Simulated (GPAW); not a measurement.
# LaNi2P2 (I4/mmm): the P K absorption edge

What does one-electron theory with a core hole give for the P K edge of LaNi2P2 (I4/mmm)?

Main program and level: GPAW 26.7.0; X-ray absorption from dipole matrix elements to empty bands, plane-wave PAW LDA, without spin-orbit coupling.

Report form: the programs' logs are mostly left out.

**1. The structure**

It takes space group I4/mmm (No. 139, tetragonal). Conventional cell: a = 4.007 Å, b = 4.007 Å, c = 9.632 Å, α = 90.00°, β = 90.00°, γ = 90.00°. Nearest to La lie 10 P at 3.07 to 3.62 Å and 8 Ni at 3.13 Å. Nearest to Ni lie 4 P at 2.34 Å and 4 Ni at 2.83 Å and 4 La at 3.13 Å. Nearest to P lie 4 Ni at 2.34 Å and 1 P at 2.39 Å and 5 La at 3.07 to 3.62 Å. Farther neighbours are not listed.

Coordinates:

```cif
data_structure
_symmetry_space_group_name_H-M 'I4/mmm'
_symmetry_Int_Tables_number 139
_cell_length_a 4.0070
_cell_length_b 4.0070
_cell_length_c 9.6320
_cell_angle_alpha 90.000
_cell_angle_beta 90.000
_cell_angle_gamma 90.000
_cell_volume 154.65
loop_
_atom_site_label
_atom_site_type_symbol
_atom_site_symmetry_multiplicity
_atom_site_Wyckoff_symbol
_atom_site_fract_x
_atom_site_fract_y
_atom_site_fract_z
_atom_site_occupancy
La1 La 2 a 0.00000 0.00000 0.00000 1
Ni1 Ni 4 d 0.50000 0.00000 0.25000 1
P1 P 4 e 0.50000 0.50000 0.12400 1
```

**2. Ground state of the crystal**

A plain self-consistent run shows whether there is a gap and which moments survive; both decide the set-up of the core-hole run.

scf.py reads:

```python
import numpy as np
from ase import Atoms
from ase.parallel import parprint, paropen
from gpaw import GPAW, PW, FermiDirac, Mixer, MixerDif, setup_paths
from gpaw.test import gen
setup_paths.insert(0, '.')
gen('P', name='nch1s', xcname='LDA', corehole=(1, 0, 0), write_xml=True)
from gpaw.mpi import world
world.barrier()

atoms = Atoms('LaNi2P2',
    cell=[[-2.0035, 2.0035, 4.816],
     [2.0035, -2.0035, 4.816],
     [2.0035, 2.0035, -4.816]],
    scaled_positions=[[0, 0, 0],
     [0.25, 0.75, 0.5],
     [0.75, 0.25, 0.5],
     [0.624, 0.624, 0],
     [0.376, 0.376, 0]],
    magmoms=[0.0, 2.0, 2.0, 0.0, 0.0],
    pbc=True)
atoms.calc = calc = GPAW(legacy_gpaw=True, mode=PW(430), xc='LDA', setups={3: 'nch1s'},
    kpts={'size': (7, 7, 7), 'gamma': True}, occupations=FermiDirac(0.05),
    charge=0, mixer=MixerDif(0.05, 8, 50), maxiter=150,
    convergence={'density': 0.0001}, txt='scf.txt')
energy = atoms.get_potential_energy() + calc.get_reference_energy()
ef = calc.get_fermi_level()
out = dict(energy=energy, fermi=ef, forces=atoms.get_forces().tolist(), magmoms=atoms.get_magnetic_moments().tolist())
parprint(f'all-electron energy {energy:.4f} eV, Fermi level {ef:.4f} eV')
ev = np.array([[calc.get_eigenvalues(k, s) for k in range(len(calc.get_ibz_k_points()))] for s in range(calc.get_number_of_spins())])
out['homo'], out['lumo'], out['counts'] = ev[ev < ef].max(), ev[ev > ef].min(), sorted(set((ev < ef).sum((0, 2)).tolist()))
out['filled'] = (ev[:, 0] < ef).sum(1).tolist()
import json
with paropen('out.json', 'w') as f:
    json.dump(out, f)
```

On the command line:

```sh
> OMP_NUM_THREADS=1 mpirun -n 4 gpaw python scf.py
```

It took 76 s on 4 MPI ranks of Arm Neoverse V2, shared host; peak memory 0.38 GiB; 5 min of CPU time.

The mesh shows no gap, so the system is treated as a metal and the core electron is put at the Fermi level (neutral cell).

**3. Supercell without a hole, the energy reference**

The photon energy needs a difference of total energies, so the cell and mesh of the coming hole run are first run without a hole.

Edit scf.py of step 2 so:

```diff
@@ -10,15 +10,35 @@
 
-atoms = Atoms('LaNi2P2',
-    cell=[[-2.0035, 2.0035, 4.816],
-     [2.0035, -2.0035, 4.816],
-     [2.0035, 2.0035, -4.816]],
+atoms = Atoms('La5Ni10P10',
+    cell=[[-6.0105, -2.0035, 4.816],
+     [2.0035, -6.0105, 4.816],
+     [6.0105, 2.0035, 4.816]],
     scaled_positions=[[0, 0, 0],
-     [0.25, 0.75, 0.5],
-     [0.75, 0.25, 0.5],
-     [0.624, 0.624, 0],
-     [0.376, 0.376, 0]],
-    magmoms=[0.0, 2.0, 2.0, 0.0, 0.0],
+     [0.6, 0.2, 0.2],
+     [0.2, 0.4, 0.4],
+     [0.8, 0.6, 0.6],
+     [0.4, 0.8, 0.8],
+     [0.05, 0.1, 0.35],
+     [0.65, 0.3, 0.55],
+     [0.25, 0.5, 0.75],
+     [0.85, 0.7, 0.95],
+     [0.45, 0.9, 0.15],
+     [0.35, 0.7, 0.45],
+     [0.95, 0.9, 0.65],
+     [0.55, 0.1, 0.85],
+     [0.15, 0.3, 0.05],
+     [0.75, 0.5, 0.25],
+     [0.624, 0, 0.624],
+     [0.224, 0.2, 0.824],
+     [0.824, 0.4, 0.024],
+     [0.424, 0.6, 0.224],
+     [0.024, 0.8, 0.424],
+     [0.376, 0, 0.376],
+     [0.976, 0.2, 0.576],
+     [0.576, 0.4, 0.776],
+     [0.176, 0.6, 0.976],
+     [0.776, 0.8, 0.176]],
+    magmoms=[0.0, 0.0, 0.0, 0.0, 0.0, 2.0, 2.0, 2.0, 2.0, 2.0, 2.0, 2.0, 2.0, 2.0, 2.0, 0.0, 0.0, 0.0, 0.0, 0.0, 0.0, 0.0, 0.0, 0.0, 0.0],
     pbc=True)
-atoms.calc = calc = GPAW(legacy_gpaw=True, mode=PW(430), xc='LDA', setups={3: 'nch1s'},
-    kpts={'size': (7, 7, 7), 'gamma': True}, occupations=FermiDirac(0.05),
+atoms.calc = calc = GPAW(legacy_gpaw=True, mode=PW(430), xc='LDA', setups={15: 'nch1s'},
+    kpts={'size': (3, 3, 3), 'gamma': True}, occupations=FermiDirac(0.1),
     charge=0, mixer=MixerDif(0.05, 8, 50), maxiter=150,
```

It took 7.4 min on 4 MPI ranks; peak memory 0.65 GiB.

Reference energy: -1660622.622 eV with the cores included.

**4. Spectrum with XCH, P atom 4**

The holes are 8.0 Å apart. In GPAW the data set carries the hole's charge, so charge=0 means a charged cell and charge=-1 a neutral one. The excited electron is kept in the cell, where it fills the lowest empty states and screens the hole. After the field has converged, empty bands are computed with the density fixed and the dipole matrix elements are summed.

The absorber has 4 Ni at 2.34 Å and 1 P at 2.39 Å (5-fold, site symmetry 4mm).

xas.py reads:

```python
import numpy as np
from ase import Atoms
from ase.parallel import parprint, paropen
from gpaw import GPAW, PW, FermiDirac, Mixer, MixerDif, setup_paths
from gpaw.test import gen
setup_paths.insert(0, '.')
gen('P', name='fch1s', xcname='LDA', corehole=(1, 0, 1), write_xml=True)
from gpaw.mpi import world
world.barrier()

atoms = Atoms('La5Ni10P10',
    cell=[[-6.0105, -2.0035, 4.816],
     [2.0035, -6.0105, 4.816],
     [6.0105, 2.0035, 4.816]],
    scaled_positions=[[0, 0, 0],
     [0.6, 0.2, 0.2],
     [0.2, 0.4, 0.4],
     [0.8, 0.6, 0.6],
     [0.4, 0.8, 0.8],
     [0.05, 0.1, 0.35],
     [0.65, 0.3, 0.55],
     [0.25, 0.5, 0.75],
     [0.85, 0.7, 0.95],
     [0.45, 0.9, 0.15],
     [0.35, 0.7, 0.45],
     [0.95, 0.9, 0.65],
     [0.55, 0.1, 0.85],
     [0.15, 0.3, 0.05],
     [0.75, 0.5, 0.25],
     [0.624, 0, 0.624],
     [0.224, 0.2, 0.824],
     [0.824, 0.4, 0.024],
     [0.424, 0.6, 0.224],
     [0.024, 0.8, 0.424],
     [0.376, 0, 0.376],
     [0.976, 0.2, 0.576],
     [0.576, 0.4, 0.776],
     [0.176, 0.6, 0.976],
     [0.776, 0.8, 0.176]],
    magmoms=[0.0, 0.0, 0.0, 0.0, 0.0, 2.0, 2.0, 2.0, 2.0, 2.0, 2.0, 2.0, 2.0, 2.0, 2.0, 0.0, 0.0, 0.0, 0.0, 0.0, 0.0, 0.0, 0.0, 0.0, 0.0],
    pbc=True)
atoms.calc = calc = GPAW(legacy_gpaw=True, mode=PW(430), xc='LDA', setups={15: 'fch1s'},
    kpts={'size': (3, 3, 3), 'gamma': True}, occupations=FermiDirac(0.1),
    charge=-1, mixer=MixerDif(0.05, 8, 50), maxiter=150,
    convergence={'density': 0.0001}, txt='scf.txt')
energy = atoms.get_potential_energy() + calc.get_reference_energy()
ef = calc.get_fermi_level()
out = dict(energy=energy, fermi=ef, forces=atoms.get_forces().tolist(), magmoms=atoms.get_magnetic_moments().tolist())
parprint(f'all-electron energy {energy:.4f} eV, Fermi level {ef:.4f} eV')
ev = np.array([[calc.get_eigenvalues(k, s) for k in range(len(calc.get_ibz_k_points()))] for s in range(calc.get_number_of_spins())])
out['homo'], out['lumo'], out['counts'] = ev[ev < ef].max(), ev[ev > ef].min(), sorted(set((ev < ef).sum((0, 2)).tolist()))
out['filled'] = (ev[:, 0] < ef).sum(1).tolist()

from ase.units import Ha
from gpaw.xas import dipole_matrix_elements
nb = int(calc.get_number_of_electrons() / 2) + 307
top, nb = nb, nb + 8 + nb // 12
nscf = calc.fixed_density(kpts={'size': (3, 3, 3), 'gamma': True}, nbands=nb,
    convergence={'bands': top, 'eigenstates': 1e-5}, maxiter=60, txt='nscf.txt')
cell = atoms.cell.array
ops = [cell.T @ U.T @ np.linalg.inv(cell.T) for U in nscf.wfs.kd.symmetry.op_scc]
E = np.arange(-6, 34, 0.1)
fwhm = np.interp(E, [4, 25], [0.9, 3.5])
Y, X, zero, highest = 0, 0, 1e9, 1e9
for spin in range(nscf.get_number_of_spins()):
    wfs = nscf.wfs
    A = dipole_matrix_elements(wfs.setups[15])
    eps = np.zeros((wfs.kd.nibzkpts, nb))
    d = np.zeros((3, A.shape[1], wfs.kd.nibzkpts, nb), complex)
    for kpt in wfs.kpt_u:
        if kpt.s == spin and 15 in kpt.P_ani:
            eps[kpt.k] = kpt.eps_n * Ha
            d[:, :, kpt.k] = (kpt.weight * wfs.nspins / 2) ** 0.5 * np.inner(A, kpt.P_ani[15])
    world.sum(eps)
    world.sum(d)
    T = np.einsum('amkn,bmkn->abkn', d, d.conj()).real
    T = sum(np.einsum('ai,ijkn,bj->abkn', R, T, R) for R in ops) / len(ops)
    empty = eps > ef
    zero, highest = min(zero, eps[empty].min()), min(highest, eps[:, top - 1].min())
    lines = [(eps, T, empty)] if spin == 0 else lines + [(eps, T, empty)]
for eps, T, empty in lines:
    f = np.einsum('aakn->akn', T).reshape(3, -1)
    x = eps.ravel() - zero
    w = np.interp(x, E, fwhm) / 2.35482
    g = np.exp(-0.5 * ((E[:, None] - x) / w) ** 2) / (w * (2 * np.pi) ** 0.5)
    Y = Y + (f * empty.ravel()) @ g.T
    X = X + (f * ~empty.ravel()) @ g.T
out.update(E=E.round(2).tolist(), xas=Y.tolist(), xes=X.tolist(), zero=zero, valid=highest - zero, nk=len(eps), nb=nb)
for i in range(0, len(E), 10):
    parprint(f'{E[i]:7.2f}', *(f'{v:10.3e}' for v in Y[:, i]))
import json
with paropen('out.json', 'w') as f:
    json.dump(out, f)
```

On the command line:

```sh
> OMP_NUM_THREADS=1 mpirun -n 4 gpaw python xas.py
```

Run time: 16 min. Hardware: 4 MPI ranks; peak memory 1 GiB.

The P K spectrum, P atom 4, excited-electron core hole (neutral cell) (energy from the lowest empty level; intensity scaled to a mean of 1 over the first 20 eV; polarised curves are means over the symmetry-equivalent atoms):

```
E (eV)  isotropic  ε ⊥ c  ε ∥ c
  -2.0       0.00   0.00   0.00
  -1.4       0.00   0.00   0.00
  -0.8       0.03   0.03   0.05
  -0.2       0.54   0.33   0.96
   0.4       1.23   0.68   2.33
   1.0       0.93   0.60   1.60
   1.6       0.87   0.48   1.65
   2.2       1.14   0.67   2.09
   2.8       1.43   1.13   2.02
   3.4       2.01   1.86   2.31
   4.0       2.07   2.04   2.13
   4.6       1.40   1.52   1.16
   5.2       1.11   1.39   0.55
   5.8       0.97   1.23   0.46
   6.4       0.93   1.11   0.56
   7.0       1.17   1.28   0.94
   7.6       1.33   1.36   1.26
   8.2       1.23   1.29   1.12
   8.8       1.10   1.19   0.94
   9.4       1.01   1.11   0.81
  10.0       0.88   1.01   0.61
  10.6       0.73   0.87   0.45
  11.2       0.63   0.73   0.42
  11.8       0.63   0.69   0.51
  12.4       0.70   0.70   0.68
  13.0       0.76   0.69   0.91
  13.6       0.80   0.65   1.10
  14.2       0.80   0.61   1.19
  14.8       0.80   0.61   1.19
  15.4       0.82   0.65   1.15
  16.0       0.83   0.72   1.07
  16.6       0.84   0.77   0.97
  17.2       0.82   0.79   0.88
  17.8       0.80   0.78   0.82
  18.4       0.77   0.77   0.78
  19.0       0.76   0.76   0.75
  19.6       0.75   0.75   0.74
  20.2       0.73   0.73   0.73
  20.8       0.70   0.71   0.70
  21.4       0.68   0.69   0.67
  22.0       0.68   0.70   0.64
  22.6       0.69   0.73   0.62
  23.2       0.72   0.77   0.60
  23.8       0.73   0.80   0.59
  24.4       0.74   0.83   0.57
  25.0       0.74   0.83   0.56
  25.6       0.73   0.83   0.54
  26.2       0.72   0.82   0.52
  26.8       0.70   0.80   0.51
  27.4       0.69   0.78   0.50
  28.0       0.68   0.77   0.51
  28.6       0.69   0.77   0.54
  29.2       0.72   0.80   0.58
  29.8       0.77   0.83   0.63
  30.4       0.81   0.87   0.69
  31.0       0.86   0.91   0.75
  31.6       0.89   0.93   0.81
```

Main maxima below 24 eV (height): 0.4 eV (1.23), 3.7 eV (2.17), 7.6 eV (1.33) and 16.3 eV (0.84). A K edge sees empty p states on the absorber.

The total-energy difference is 2131.49 eV. The functional leaves an error in such absolute values: in the free atom LDA prices this hole 8.5 eV below PBE (computed apart), and PBE is itself good to a few eV.

**5. Reference energy of the cell**

The cell and mesh change for the next run, so it gets a reference energy of its own.

scf.py reads:

```python
import numpy as np
from ase import Atoms
from ase.parallel import parprint, paropen
from gpaw import GPAW, PW, FermiDirac, Mixer, MixerDif, setup_paths
from gpaw.test import gen
setup_paths.insert(0, '.')
gen('P', name='nch1s', xcname='LDA', corehole=(1, 0, 0), write_xml=True)
from gpaw.mpi import world
world.barrier()

atoms = Atoms('LaNi2P2',
    cell=[[-4.007, 0, 0],
     [0, 4.007, 0],
     [2.0035, -2.0035, -4.816]],
    scaled_positions=[[0, 0, 0],
     [0.25, 0.75, 0.5],
     [0.75, 0.25, 0.5],
     [0.376, 0.376, 0.752],
     [0.624, 0.624, 0.248]],
    magmoms=[0.0, 2.0, 2.0, 0.0, 0.0],
    pbc=True)
atoms.calc = calc = GPAW(legacy_gpaw=True, mode=PW(430), xc='LDA', setups={3: 'nch1s'},
    kpts={'size': (5, 5, 5), 'gamma': True}, occupations=FermiDirac(0.1),
    charge=0, mixer=MixerDif(0.05, 8, 50), maxiter=150,
    convergence={'density': 0.0001}, txt='scf.txt')
energy = atoms.get_potential_energy() + calc.get_reference_energy()
ef = calc.get_fermi_level()
out = dict(energy=energy, fermi=ef, forces=atoms.get_forces().tolist(), magmoms=atoms.get_magnetic_moments().tolist())
parprint(f'all-electron energy {energy:.4f} eV, Fermi level {ef:.4f} eV')
ev = np.array([[calc.get_eigenvalues(k, s) for k in range(len(calc.get_ibz_k_points()))] for s in range(calc.get_number_of_spins())])
out['homo'], out['lumo'], out['counts'] = ev[ev < ef].max(), ev[ev > ef].min(), sorted(set((ev < ef).sum((0, 2)).tolist()))
out['filled'] = (ev[:, 0] < ef).sum(1).tolist()
import json
with paropen('out.json', 'w') as f:
    json.dump(out, f)
```

On the command line:

```sh
> OMP_NUM_THREADS=1 mpirun -n 4 gpaw python scf.py
```

Elapsed: 32 s, on 4 MPI ranks; peak memory 0.36 GiB.

**6. Spectrum with XCH, P atom 4**

A smaller cell brings the holes closer; here they are 4.0 Å apart.

Changed against the first core-hole run: supercell atoms from 25 to 5; the field's mesh follows (3×3×3 to 5×5×5).

Edit xas.py of step 4 so:

```diff
@@ -10,35 +10,15 @@
 
-atoms = Atoms('La5Ni10P10',
-    cell=[[-6.0105, -2.0035, 4.816],
-     [2.0035, -6.0105, 4.816],
-     [6.0105, 2.0035, 4.816]],
+atoms = Atoms('LaNi2P2',
+    cell=[[-4.007, 0, 0],
+     [0, 4.007, 0],
+     [2.0035, -2.0035, -4.816]],
     scaled_positions=[[0, 0, 0],
-     [0.6, 0.2, 0.2],
-     [0.2, 0.4, 0.4],
-     [0.8, 0.6, 0.6],
-     [0.4, 0.8, 0.8],
-     [0.05, 0.1, 0.35],
-     [0.65, 0.3, 0.55],
-     [0.25, 0.5, 0.75],
-     [0.85, 0.7, 0.95],
-     [0.45, 0.9, 0.15],
-     [0.35, 0.7, 0.45],
-     [0.95, 0.9, 0.65],
-     [0.55, 0.1, 0.85],
-     [0.15, 0.3, 0.05],
-     [0.75, 0.5, 0.25],
-     [0.624, 0, 0.624],
-     [0.224, 0.2, 0.824],
-     [0.824, 0.4, 0.024],
-     [0.424, 0.6, 0.224],
-     [0.024, 0.8, 0.424],
-     [0.376, 0, 0.376],
-     [0.976, 0.2, 0.576],
-     [0.576, 0.4, 0.776],
-     [0.176, 0.6, 0.976],
-     [0.776, 0.8, 0.176]],
-    magmoms=[0.0, 0.0, 0.0, 0.0, 0.0, 2.0, 2.0, 2.0, 2.0, 2.0, 2.0, 2.0, 2.0, 2.0, 2.0, 0.0, 0.0, 0.0, 0.0, 0.0, 0.0, 0.0, 0.0, 0.0, 0.0],
+     [0.25, 0.75, 0.5],
+     [0.75, 0.25, 0.5],
+     [0.376, 0.376, 0.752],
+     [0.624, 0.624, 0.248]],
+    magmoms=[0.0, 2.0, 2.0, 0.0, 0.0],
     pbc=True)
-atoms.calc = calc = GPAW(legacy_gpaw=True, mode=PW(430), xc='LDA', setups={15: 'fch1s'},
-    kpts={'size': (3, 3, 3), 'gamma': True}, occupations=FermiDirac(0.1),
+atoms.calc = calc = GPAW(legacy_gpaw=True, mode=PW(430), xc='LDA', setups={3: 'fch1s'},
+    kpts={'size': (5, 5, 5), 'gamma': True}, occupations=FermiDirac(0.1),
     charge=-1, mixer=MixerDif(0.05, 8, 50), maxiter=150,
@@ -55,5 +35,5 @@
 from gpaw.xas import dipole_matrix_elements
-nb = int(calc.get_number_of_electrons() / 2) + 307
+nb = int(calc.get_number_of_electrons() / 2) + 64
 top, nb = nb, nb + 8 + nb // 12
-nscf = calc.fixed_density(kpts={'size': (3, 3, 3), 'gamma': True}, nbands=nb,
+nscf = calc.fixed_density(kpts={'size': (6, 6, 6), 'gamma': True}, nbands=nb,
     convergence={'bands': top, 'eigenstates': 1e-5}, maxiter=60, txt='nscf.txt')
@@ -66,3 +46,3 @@
     wfs = nscf.wfs
-    A = dipole_matrix_elements(wfs.setups[15])
+    A = dipole_matrix_elements(wfs.setups[3])
     eps = np.zeros((wfs.kd.nibzkpts, nb))
@@ -70,5 +50,5 @@
     for kpt in wfs.kpt_u:
-        if kpt.s == spin and 15 in kpt.P_ani:
+        if kpt.s == spin and 3 in kpt.P_ani:
             eps[kpt.k] = kpt.eps_n * Ha
-            d[:, :, kpt.k] = (kpt.weight * wfs.nspins / 2) ** 0.5 * np.inner(A, kpt.P_ani[15])
+            d[:, :, kpt.k] = (kpt.weight * wfs.nspins / 2) ** 0.5 * np.inner(A, kpt.P_ani[3])
     world.sum(eps)
```

On the command line:

```sh
> OMP_NUM_THREADS=1 mpirun -n 4 gpaw python xas.py
```

Elapsed: 1.9 min, on 4 MPI ranks; peak memory 0.48 GiB.

These settings depart from the first run's and aren't meant as converged.

The scaled spectrum changes by 8 % r.m.s. The highest intensity below 16 eV goes from 3.7 eV (2.17) to 3.6 eV (2.02).

| E (eV) | first run | this run |
| --- | --- | --- |
| -2.0 | 0.00 | 0.00 |
| -0.5 | 0.17 | 0.15 |
| 1.0 | 0.93 | 1.02 |
| 2.5 | 1.28 | 1.26 |
| 4.0 | 2.07 | 1.92 |
| 5.5 | 1.06 | 1.04 |
| 7.0 | 1.17 | 1.30 |
| 8.5 | 1.16 | 1.09 |
| 10.0 | 0.88 | 0.78 |
| 11.5 | 0.62 | 0.64 |
| 13.0 | 0.76 | 0.77 |
| 14.5 | 0.80 | 0.79 |
| 16.0 | 0.83 | 0.84 |
| 17.5 | 0.81 | 0.83 |
| 19.0 | 0.76 | 0.78 |
| 20.5 | 0.72 | 0.70 |
| 22.0 | 0.68 | 0.70 |
| 23.5 | 0.73 | 0.74 |
| 25.0 | 0.74 | 0.74 |
| 26.5 | 0.71 | 0.69 |
| 28.0 | 0.68 | 0.68 |
| 29.5 | 0.74 | 0.76 |
| 31.0 | 0.86 | 0.85 |

**7. What came out**

```yaml
absorber_and_edge: P K, atom 4 of the ground-state input (counted from 1)
surroundings: 4 Ni at 2.34 Å and 1 P at 2.39 Å (5-fold, site symmetry 4mm)
highest_intensity_below_16_ev: 3.7 eV above the zero, height 2.17
photon_energy_of_the_zero_spin_polarised_hole_raw: 2131.5 eV (LDA puts this hole about 8 eV below PBE, itself good to a few eV)
```

The P K edge of atom 4, with 4 Ni at 2.34 Å and 1 P at 2.39 Å (5-fold, site symmetry 4mm), has its highest intensity of the first 16 eV at 3.7 eV above the zero, near 2135 eV in photon energy (LDA puts this hole about 8 eV below PBE, itself good to a few eV), 2.2 times the mean level of the first 20 eV (Gaussian full width 0.9 eV up to 4 eV, rising linearly to 3.5 eV at 25 eV). A cell with holes 4.0 Å apart changes the curve by 8 % r.m.s. (8 % after the best shift). At the P K edge of atom 4 polarisation matters most near 0.4 eV, where the curves differ by 1.6 on this scale. The hole lies in one spin channel, while the script sums the empty states of both and takes the lower zero; where the two channels are split, this blurs and shifts the curve. The starting moments shrank to 0.00 μB or less, so this is hardly a magnetic state. The mesh is coarse (0.33 Å⁻¹ between points), so small maxima may be mesh ripples. The structure is a published determination, not relaxed.

[Logs are printed without paths, hosts, clocks, repeated set-up lines and the standing remarks that a program may print on its own settings, such as how far it seeks lower states.]

[Hosts, paths, dates, database ids (printed as entryN), source tags and the programs' standing remarks are cut or masked in the printed files.]

[Lists of maxima count a maximum above −3 eV only where it reaches 4 % of the highest in the window and stands out from its surroundings by 2 % of it (1.5 % where it reaches 55 %); shoulders and weaker maxima are passed over, and of the rest the first, up to two pre-edge ones and the few strongest are named.]
